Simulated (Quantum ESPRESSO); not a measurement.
# KMgF3 (Pm-3m): zone-centre phonons, part 2 of 2

Aim: the zone-centre modes of KMgF3 (Pm-3m).

Quantum ESPRESSO 7.5; DFT LDA, scalar-relativistic, plane waves, PseudoDojo norm-conserving pseudopotentials.

So far. Step 2 (A probe with smearing): A gap of 7.0 eV opens on this mesh, so the crystal is taken as an insulator; the start stands at -4.6 GPa. Step 4 (Self-consistent run for the response): The cell stands at -0.02 GPa, close enough for phonons. The relaxed cell has a = 3.907 Å (conventional setting).

### Step 5. Linear response at Γ

At q = 0 one unit cell holds all displacements; symmetry groups them into irreducible representations that are solved one by one. The response to a field gives ε∞ and the Born charges, which polar modes need.

File ph.in:

```
phonons
&inputph
   prefix = 'x'
   outdir = './tmp'
   fildyn = 'g.dyn'
   tr2_ph = 1.0d-18
   epsil = .true.
/
0.000000000000 0.000000000000 0.000000000000
```

The run is started by

```
$ OMP_NUM_THREADS=1 mpirun -n 4 ph.x -nk 4 -in ph.in > ph.out
```

Log:

```text
[banners, grids, parts of the stress and lines that vanish by symmetry left out]
[banner, memory and clock lines left out]
Program PHONON v.7.5

     ./tmp/x.save/

     IMPORTANT: XC functional enforced from input :
     Exchange-correlation= PW
                           (   1   4   0   0   0   0   0)
     Any further DFT definition will be discarded
     Please, verify this is what you really want

     G-vector sticks info

     Reading collected, re-writing distributed wavefunctions in ./tmp/

     Number and degeneracy of irreps per q-point
       N         xq(1)         xq(2)         xq(3)   N irreps
       1   0.000000000   0.000000000   0.000000000       5
        3   3   3   3   3

     Calculation of q =    0.0000000   0.0000000   0.0000000

     phonons

     bravais-lattice index     =            0
     lattice parameter (alat)  =       7.3830  a.u.
     unit-cell volume          =     402.4423 (a.u.)^3
     number of atoms/cell      =            5
     number of atomic types    =            3
     kinetic-energy cut-off    =      84.0000  Ry
     charge density cut-off    =     336.0000  Ry
     convergence threshold     =      1.0E-18
     beta                      =       0.7000
     number of iterations used =            4
     Exchange-correlation= PW
                           (   1   4   0   0   0   0   0)

     celldm(1)=    7.38303  celldm(2)=    0.00000  celldm(3)=    0.00000
     celldm(4)=    0.00000  celldm(5)=    0.00000  celldm(6)=    0.00000

     crystal axes: (cart. coord. in units of alat)
               a(1) = (  1.0000  0.0000  0.0000 )
               a(2) = (  0.0000  1.0000  0.0000 )
               a(3) = (  0.0000  0.0000  1.0000 )

     reciprocal axes: (cart. coord. in units 2 pi/alat)
               b(1) = (  1.0000  0.0000  0.0000 )
               b(2) = (  0.0000  1.0000  0.0000 )
               b(3) = (  0.0000  0.0000  1.0000 )

     Atoms inside the unit cell:

     Cartesian axes

     site n.  atom      mass           positions (alat units)
        1  K      39.0983   tau(    1) = (    0.50000    0.50000    0.50000  )
        2  Mg     24.3050   tau(    2) = (    0.00000    0.00000    0.00000  )
        3  F      18.9984   tau(    3) = (    0.50000    0.00000    0.00000  )
        4  F      18.9984   tau(    4) = (    0.00000    0.50000    0.00000  )
        5  F      18.9984   tau(    5) = (    0.00000    0.00000    0.50000  )

     Computing dynamical matrix for
                    q = (   0.0000000   0.0000000   0.0000000 )

     49 Sym.Ops. (with q -> -q+G )

     G cutoff =  463.9259  (  41851 G-vectors)     FFT grid: ( 45, 45, 45)
     number of k points=    20
                       cart. coord. in units 2pi/alat
        k(    1) = (   0.0000000   0.0000000   0.0000000), wk =   0.0092593
        k(    2) = (   0.0000000   0.0000000   0.1666667), wk =   0.0555556
        k(    3) = (   0.0000000   0.0000000   0.3333333), wk =   0.0555556
        [... further k-points left out ...]

     PseudoPot. # 1 for K  read from file:
     ./pseudo/K.upf
     Pseudo is Norm-conserving + core correction, Zval =  9.0

     PseudoPot. # 2 for Mg read from file:
     ./pseudo/Mg.upf
     Pseudo is Norm-conserving, Zval = 10.0

     PseudoPot. # 3 for F  read from file:
     ./pseudo/F.upf
     Pseudo is Norm-conserving + core correction, Zval =  7.0

     Mode symmetry, O_h (m-3m)  point group:

     Electric field:
     Dielectric constant
     Born effective charges as d Force / d E

     Atomic displacements:
     There are    5 irreducible representations

     Representation     1      3 modes -  To be done

     Representation     2      3 modes -  To be done

     Representation     3      3 modes -  To be done

     Representation     4      3 modes -  To be done

     Representation     5      3 modes -  To be done

     Alpha used in Ewald sum =   2.8000

     Electric Fields Calculation

      iter #   1   av.it.:   6.7
      thresh= 1.000E-02 alpha_mix =  0.700 |ddv_scf|^2 =  1.689E-08

      [... iterations left out ...]
      iter #   8   av.it.:  13.0
      thresh= 3.149E-10 alpha_mix =  0.700 |ddv_scf|^2 =  6.718E-19

     End of electric fields calculation

          Dielectric constant in cartesian axis

          (       2.157656874       0.000000000       0.000000000 )
          (       0.000000000       2.157656874       0.000000000 )
          (       0.000000000       0.000000000       2.157656874 )

          Effective charges (d Force / dE) in cartesian axis without acoustic sum rule applied (asr)

           atom    1  K     Mean Z*:        1.19478
      Ex  (        1.19478        0.00000        0.00000 )
      Ey  (        0.00000        1.19478        0.00000 )
      Ez  (        0.00000        0.00000        1.19478 )
           atom    2  Mg    Mean Z*:        1.98947
      Ex  (        1.98947        0.00000        0.00000 )
      Ey  (        0.00000        1.98947        0.00000 )
      Ez  (        0.00000        0.00000        1.98947 )
           atom    3  F     Mean Z*:       -1.06112
      Ex  (       -1.25129        0.00000        0.00000 )
      Ey  (        0.00000       -0.96604        0.00000 )
      Ez  (        0.00000        0.00000       -0.96604 )
           atom    4  F     Mean Z*:       -1.06112
      Ex  (       -0.96604        0.00000        0.00000 )
      Ey  (        0.00000       -1.25129        0.00000 )
      Ez  (        0.00000        0.00000       -0.96604 )
           atom    5  F     Mean Z*:       -1.06112
      Ex  (       -0.96604        0.00000        0.00000 )
      Ey  (        0.00000       -0.96604        0.00000 )
      Ez  (        0.00000        0.00000       -1.25129 )

          Effective charges Sum: Mean:        0.00088
              0.00088        0.00000        0.00000
              0.00000        0.00088        0.00000
              0.00000        0.00000        0.00088

          Effective charges (d Force / dE) in cartesian axis with asr applied:
           atom    1  K     Mean Z*:        1.19460
      E*x (        1.19460        0.00000        0.00000 )
      E*y (        0.00000        1.19460        0.00000 )
      E*z (        0.00000        0.00000        1.19460 )
           atom    2  Mg    Mean Z*:        1.98929
      E*x (        1.98929        0.00000        0.00000 )
      E*y (        0.00000        1.98929        0.00000 )
      E*z (        0.00000        0.00000        1.98929 )
           atom    3  F     Mean Z*:       -1.06130
      E*x (       -1.25146        0.00000        0.00000 )
      E*y (        0.00000       -0.96621        0.00000 )
      E*z (        0.00000        0.00000       -0.96621 )
           atom    4  F     Mean Z*:       -1.06130
      E*x (       -0.96621        0.00000        0.00000 )
      E*y (        0.00000       -1.25146        0.00000 )
      E*z (        0.00000        0.00000       -0.96621 )
           atom    5  F     Mean Z*:       -1.06130
      E*x (       -0.96621        0.00000        0.00000 )
      E*y (        0.00000       -0.96621        0.00000 )
      E*z (        0.00000        0.00000       -1.25146 )

     Representation #   1 modes #   1   2   3

     Self-consistent Calculation

      iter #   1   av.it.:   7.2
      thresh= 1.000E-02 alpha_mix =  0.700 |ddv_scf|^2 =  7.338E-07

      [... iterations left out ...]
      iter #   9   av.it.:  12.6
      thresh= 1.106E-10 alpha_mix =  0.700 |ddv_scf|^2 =  1.827E-20

     End of self-consistent calculation

     Convergence has been achieved

     Representation #   2 modes #   4   5   6

     Self-consistent Calculation

      iter #   1   av.it.:   7.0
      thresh= 1.000E-02 alpha_mix =  0.700 |ddv_scf|^2 =  1.280E-06

      [... iterations left out ...]
      iter #   9   av.it.:  13.6
      thresh= 1.951E-10 alpha_mix =  0.700 |ddv_scf|^2 =  1.817E-20

     End of self-consistent calculation

     Convergence has been achieved

     Representation #   3 modes #   7   8   9

     Self-consistent Calculation

      iter #   1   av.it.:   6.4
      thresh= 1.000E-02 alpha_mix =  0.700 |ddv_scf|^2 =  5.850E-07

      [... iterations left out ...]
      iter #   8   av.it.:  13.6
      thresh= 3.145E-10 alpha_mix =  0.700 |ddv_scf|^2 =  7.806E-20

     End of self-consistent calculation

     Convergence has been achieved

     Representation #   4 modes #  10  11  12

     Self-consistent Calculation

      iter #   1   av.it.:   7.1
      thresh= 1.000E-02 alpha_mix =  0.700 |ddv_scf|^2 =  7.395E-07

      [... iterations left out ...]
      iter #   8   av.it.:  13.7
      thresh= 6.428E-10 alpha_mix =  0.700 |ddv_scf|^2 =  4.063E-19

     End of self-consistent calculation

     Convergence has been achieved

     Representation #   5 modes #  13  14  15

     Self-consistent Calculation

      iter #   1   av.it.:   6.8
      thresh= 1.000E-02 alpha_mix =  0.700 |ddv_scf|^2 =  3.624E-07

      [... iterations left out ...]
      iter #   7   av.it.:  13.2
      thresh= 1.653E-10 alpha_mix =  0.700 |ddv_scf|^2 =  3.448E-20

     End of self-consistent calculation

     Convergence has been achieved

     Number of q in the star =    1
     List of q in the star:
          1   0.000000000   0.000000000   0.000000000

          Dielectric constant in cartesian axis

          (       2.157656874       0.000000000       0.000000000 )
          (       0.000000000       2.157656874       0.000000000 )
          (       0.000000000       0.000000000       2.157656874 )

          Effective charges (d Force / dE) in cartesian axis without acoustic sum rule applied (asr)

           atom    1  K     Mean Z*:        1.19478
      Ex  (        1.19478        0.00000        0.00000 )
      Ey  (        0.00000        1.19478        0.00000 )
      Ez  (        0.00000        0.00000        1.19478 )
           atom    2  Mg    Mean Z*:        1.98947
      Ex  (        1.98947        0.00000        0.00000 )
      Ey  (        0.00000        1.98947        0.00000 )
      Ez  (        0.00000        0.00000        1.98947 )
           atom    3  F     Mean Z*:       -1.06112
      Ex  (       -1.25129        0.00000        0.00000 )
      Ey  (        0.00000       -0.96604        0.00000 )
      Ez  (        0.00000        0.00000       -0.96604 )
           atom    4  F     Mean Z*:       -1.06112
      Ex  (       -0.96604        0.00000        0.00000 )
      Ey  (        0.00000       -1.25129        0.00000 )
      Ez  (        0.00000        0.00000       -0.96604 )
           atom    5  F     Mean Z*:       -1.06112
      Ex  (       -0.96604        0.00000        0.00000 )
      Ey  (        0.00000       -0.96604        0.00000 )
      Ez  (        0.00000        0.00000       -1.25129 )

          Effective charges Sum: Mean:        0.00088
              0.00088        0.00000        0.00000
              0.00000        0.00088        0.00000
              0.00000        0.00000        0.00088

          Effective charges (d Force / dE) in cartesian axis with asr applied:
           atom    1  K     Mean Z*:        1.19460
      E*x (        1.19460        0.00000        0.00000 )
      E*y (        0.00000        1.19460        0.00000 )
      E*z (        0.00000        0.00000        1.19460 )
           atom    2  Mg    Mean Z*:        1.98929
      E*x (        1.98929        0.00000        0.00000 )
      E*y (        0.00000        1.98929        0.00000 )
      E*z (        0.00000        0.00000        1.98929 )
           atom    3  F     Mean Z*:       -1.06130
      E*x (       -1.25146        0.00000        0.00000 )
      E*y (        0.00000       -0.96621        0.00000 )
      E*z (        0.00000        0.00000       -0.96621 )
           atom    4  F     Mean Z*:       -1.06130
      E*x (       -0.96621        0.00000        0.00000 )
      E*y (        0.00000       -1.25146        0.00000 )
      E*z (        0.00000        0.00000       -0.96621 )
           atom    5  F     Mean Z*:       -1.06130
      E*x (       -0.96621        0.00000        0.00000 )
      E*y (        0.00000       -0.96621        0.00000 )
      E*z (        0.00000        0.00000       -1.25146 )

     Diagonalizing the dynamical matrix

     q = (    0.000000000   0.000000000   0.000000000 )

 **************************************************************************
     freq (    1) =       0.251210 [THz] =       8.379452 [cm-1]
     freq (    2) =       0.251210 [THz] =       8.379452 [cm-1]
     freq (    3) =       0.251210 [THz] =       8.379452 [cm-1]
     freq (    4) =       4.661892 [THz] =     155.503995 [cm-1]
     freq (    5) =       4.661892 [THz] =     155.503995 [cm-1]
     freq (    6) =       4.661892 [THz] =     155.503995 [cm-1]
     freq (    7) =       5.556656 [THz] =     185.350103 [cm-1]
     freq (    8) =       5.556656 [THz] =     185.350103 [cm-1]
     freq (    9) =       5.556656 [THz] =     185.350103 [cm-1]
     freq (   10) =       8.564781 [THz] =     285.690332 [cm-1]
     freq (   11) =       8.564781 [THz] =     285.690332 [cm-1]
     freq (   12) =       8.564781 [THz] =     285.690332 [cm-1]
     freq (   13) =      15.478978 [THz] =     516.323121 [cm-1]
     freq (   14) =      15.478978 [THz] =     516.323121 [cm-1]
     freq (   15) =      15.478978 [THz] =     516.323121 [cm-1]
 **************************************************************************

     Mode symmetry, O_h (m-3m)  point group:

     freq (   1-   3) =          8.4  [cm-1]   --> T_1u G_15  G_4- I
     freq (   4-   6) =        155.5  [cm-1]   --> T_1u G_15  G_4- I
     freq (   7-   9) =        185.4  [cm-1]   --> T_2u G_25  G_5-
     freq (  10-  12) =        285.7  [cm-1]   --> T_1u G_15  G_4- I
     freq (  13-  15) =        516.3  [cm-1]   --> T_1u G_15  G_4- I
```

It took 5.2 min on 4 MPI ranks of Intel Xeon Platinum 8559C (Emerald Rapids), shared host.

This step gave:

```yaml
miss_of_the_charge_sum_rule: 8.80e-4 e
largest_acoustic_frequency_at_the_zone_centre_before_the_sum_rule: 8.38 cm⁻¹
highest_optical_zone_centre_mode_no_lo_to_term: 516.3 cm⁻¹
lowest_optical_zone_centre_mode: 155.5 cm⁻¹
mean_high_frequency_dielectric_constant: 2.158
largest_born_charge_in_size_third_of_the_trace: 1.990 e
```

Born charge (rows field, columns displacement), before the sum rule (e), principal values of the symmetric part by kind of site:

```tsv
atom	atoms with these values	low	middle	high	mean
K1	1	1.19	1.19	1.19	1.19
Mg2	1	1.99	1.99	1.99	1.99
F3	3	-1.25	-0.97	-0.97	-1.06
```

In full for F3:

```
-1.25  0.00  0.00
 0.00 -0.97  0.00
 0.00  0.00 -0.97
```

High-frequency dielectric tensor:

```
2.16 0.00 0.00
0.00 2.16 0.00
0.00 0.00 2.16
```

The acoustic modes at Γ come out as far as 8.4 cm⁻¹ from zero, where they should vanish, a small numerical error; the Born charges miss their sum rule by 8.8e-4 e, which is good.

### Step 6. Modes with the sum rule

A rigid shift of the crystal must cost nothing, but grids and finite bases break this; the acoustic sum rule is imposed before the matrix is diagonalised again. With Born charges the intensities follow, and the static dielectric tensor.

File dynmat.in:

```
&input
   fildyn = 'g.dyn'
   asr = 'simple'
   fileig = 'dynmat.eig'
   lperm = .true.
/
```

The run is started by

```
$ dynmat.x -in dynmat.in > dynmat.out
```

Log:

```text
[banner, memory and clock lines left out]
Program DYNMAT v.7.5

     Reading Dynamical Matrix from file g.dyn
     ...Force constants read
     ...epsilon and Z* read
     A direction for q was not specified:TO-LO splitting will be absent

     Polarizability (A^3 units)
     multiply by 0.721560 for Clausius-Mossotti correction
         5.493853    0.000000    0.000000
         0.000000    5.493853    0.000000
         0.000000    0.000000    5.493853

     IR activities are in (D/A)^2/amu units

# mode   [cm-1]    [THz]      IR
    1     -0.00   -0.0000    0.0000
    2     -0.00   -0.0000    0.0000
    3      0.00    0.0000    0.0000
    4    155.45    4.6602    1.8126
    5    155.45    4.6602    1.8126
    6    155.45    4.6602    1.8126
    7    185.38    5.5577    0.0000
    8    185.38    5.5577    0.0000
    9    185.38    5.5577    0.0000
   10    285.44    8.5571    2.8381
   11    285.44    8.5571    2.8381
   12    285.44    8.5571    2.8381
   13    516.21   15.4755    4.1170
   14    516.21   15.4755    4.1170
   15    516.21   15.4755    4.1170

Electronic dielectric permittivity tensor (relative, adimensional)
         2.157657    0.000000    0.000000
         0.000000    2.157657    0.000000
         0.000000    0.000000    2.157657

 ... with zone-center polar mode contributions
         6.638877    0.000000   -0.000000
         0.000000    6.638877    0.000000
        -0.000000    0.000000    6.638877

[end of the log left out, with the tail of the file of modes that dynmat.x writes under the same name]
```

It took 0.56 s on 1 thread.

Read from the output:

```yaml
highest_optical_zone_centre_mode_no_lo_to_term: 516.2 cm⁻¹
lowest_optical_zone_centre_mode: 155.4 cm⁻¹
mean_static_dielectric_constant: 6.639
```

Unit eigenvectors of the mass-weighted matrix after the sum rule; no LO-TO term. The modes at Γ (shares of kinetic energy by element, %):

```tsv
mode	frequency (cm⁻¹)	symmetry	K %	Mg %	F %
1	0.0	acoustic	32	20	47
2	0.0	acoustic	32	20	47
3	0.0	acoustic	32	20	47
4	155.4	T1u	67	5	28
5	155.4	T1u	67	5	28
6	155.4	T1u	67	5	28
7	185.4	T2u	0	0	100
8	185.4	T2u	0	0	100
9	185.4	T2u	0	0	100
10	285.4	T1u	1	41	58
11	285.4	T1u	1	41	58
12	285.4	T1u	1	41	58
13	516.2	T1u	0	33	67
14	516.2	T1u	0	33	67
15	516.2	T1u	0	33	67
```

Displacements in mode 4 (155.4 cm⁻¹), the largest set to 1:
```
K1   0.61  1.00  0.00
Mg2 -0.22 -0.36  0.00
F3  -0.27 -0.58  0.00
F4  -0.35 -0.44  0.00
F5  -0.35 -0.58  0.00
```

Displacements in mode 9 (185.4 cm⁻¹), the largest set to 1:
```
K1   0.00  0.00  0.00
Mg2  0.00  0.00  0.00
F3   0.00  0.55  1.00
F4   0.09  0.00 -1.00
F5  -0.09 -0.55  0.00
```

Degenerate modes summed, no LO-TO term. Infrared lines, with heights relative to the strongest:

```tsv
position (cm⁻¹)	lines merged	label	IR intensity, relative
155	3	T1u	44
185	3	T2u	0.0
285	3	T1u	69
516	3	T1u	100
```

Static dielectric tensor (ions relaxed, fixed cell):

```
6.64 0.00 0.00
0.00 6.64 0.00
0.00 0.00 6.64
```

The rule moves no optical mode by more than 0.3 cm⁻¹.

### Step 7. The LO-TO splitting (1 0 0)

A longitudinal polar mode sets up a macroscopic field that stiffens it; the term hangs on the direction from which q goes to zero.

File dynmat.in:

```
&input
   fildyn = 'g.dyn'
   asr = 'simple'
   fileig = 'dynmat.eig'
   q(1) = 1.0
   q(2) = 0.0
   q(3) = 0.0
/
```

The run is started by

```
$ dynmat.x -in dynmat.in > dynmat.out
```

Log:

```text
[banner, memory and clock lines left out]
Program DYNMAT v.7.5

     Reading Dynamical Matrix from file g.dyn
     ...Force constants read
     ...epsilon and Z* read

     Polarizability (A^3 units)
     multiply by 0.721560 for Clausius-Mossotti correction
         5.493853    0.000000    0.000000
         0.000000    5.493853    0.000000
         0.000000    0.000000    5.493853

     IR activities are in (D/A)^2/amu units

# mode   [cm-1]    [THz]      IR
    1     -0.00   -0.0000    0.0000
    2      0.00    0.0000    0.0000
    3      0.00    0.0000    0.0000
    4    155.45    4.6602    1.8126
    5    155.45    4.6602    1.8126
    6    185.38    5.5577    0.0000
    7    185.38    5.5577    0.0000
    8    185.38    5.5577    0.0000
    9    192.17    5.7612    0.2882
   10    285.44    8.5571    2.8381
   11    285.44    8.5571    2.8381
   12    349.10   10.4658    1.7123
   13    516.21   15.4755    4.1170
   14    516.21   15.4755    4.1170
   15    598.86   17.9533    6.7673

[end of the log left out, with the tail of the file of modes that dynmat.x writes under the same name]
```

Elapsed: 0.56 s, on 1 thread.

Read from the output:

```yaml
highest_mode_moved_by_the_lo_to_term: 598.9 cm⁻¹
```

Zone-centre frequencies as printed; negative means imaginary. Modes:

```tsv
mode	frequency (cm⁻¹)
1	0
2	0
3	0
4	155.4
5	155.4
6	185.4
7	185.4
8	185.4
9	192.2
10	285.4
11	285.4
12	349.1
13	516.2
14	516.2
15	598.9
```

The field moves 3 modes; the highest of them now lies at 599 cm⁻¹, where the highest that moved away lay at 516.

### Step 8. Summary of results

* space group after relaxation: Pm-3m
* volume per atom: 11.9 Å³
* gap on the k-mesh: 7.47 eV
* highest optical zone-centre mode (no LO-TO term): 516.2 cm⁻¹
* lowest optical zone-centre mode: 155.4 cm⁻¹
* highest mode moved by the LO-TO term: 598.9 cm⁻¹
* mean high-frequency dielectric constant: 2.16
* largest Born charge in size (third of the trace): 1.99 e
* mean static dielectric constant: 6.64
* imaginary optical modes at the zone centre (no q mesh in this session): none

What this shows: At the LDA level the optical modes of KMgF3 (Pm-3m) at the zone centre (no LO-TO term) run from 155 to 516 cm⁻¹. Along the directions run, the highest mode that the macroscopic field moves lies at 599 cm⁻¹. Lattice motion raises the mean dielectric constant from 2.158 to 6.639. Of the 12 optical modes, 9 are infrared active alone and 3 are silent. Left out of this account: PBE with PseudoDojo NC, since it is gradient-corrected and no frozen-mode check or second program bears its response out; PBEsol with PseudoDojo NC, since it is gradient-corrected and no frozen-mode check or second program bears its response out. What is said of the levels holds for those shown. These are harmonic frequencies at zero temperature: anharmonic shifts and linewidths and thermal expansion are left out.

[Host names and launcher messages were left out of these logs when they were recorded.]

[Logs are printed without paths, hosts, clocks, repeated set-up lines and the standing remarks that a program may print on its own settings, such as how far it seeks lower states.]

[Hosts, paths, dates, database ids (printed as entryN), source tags and the programs' standing remarks are cut or masked in the printed files.]
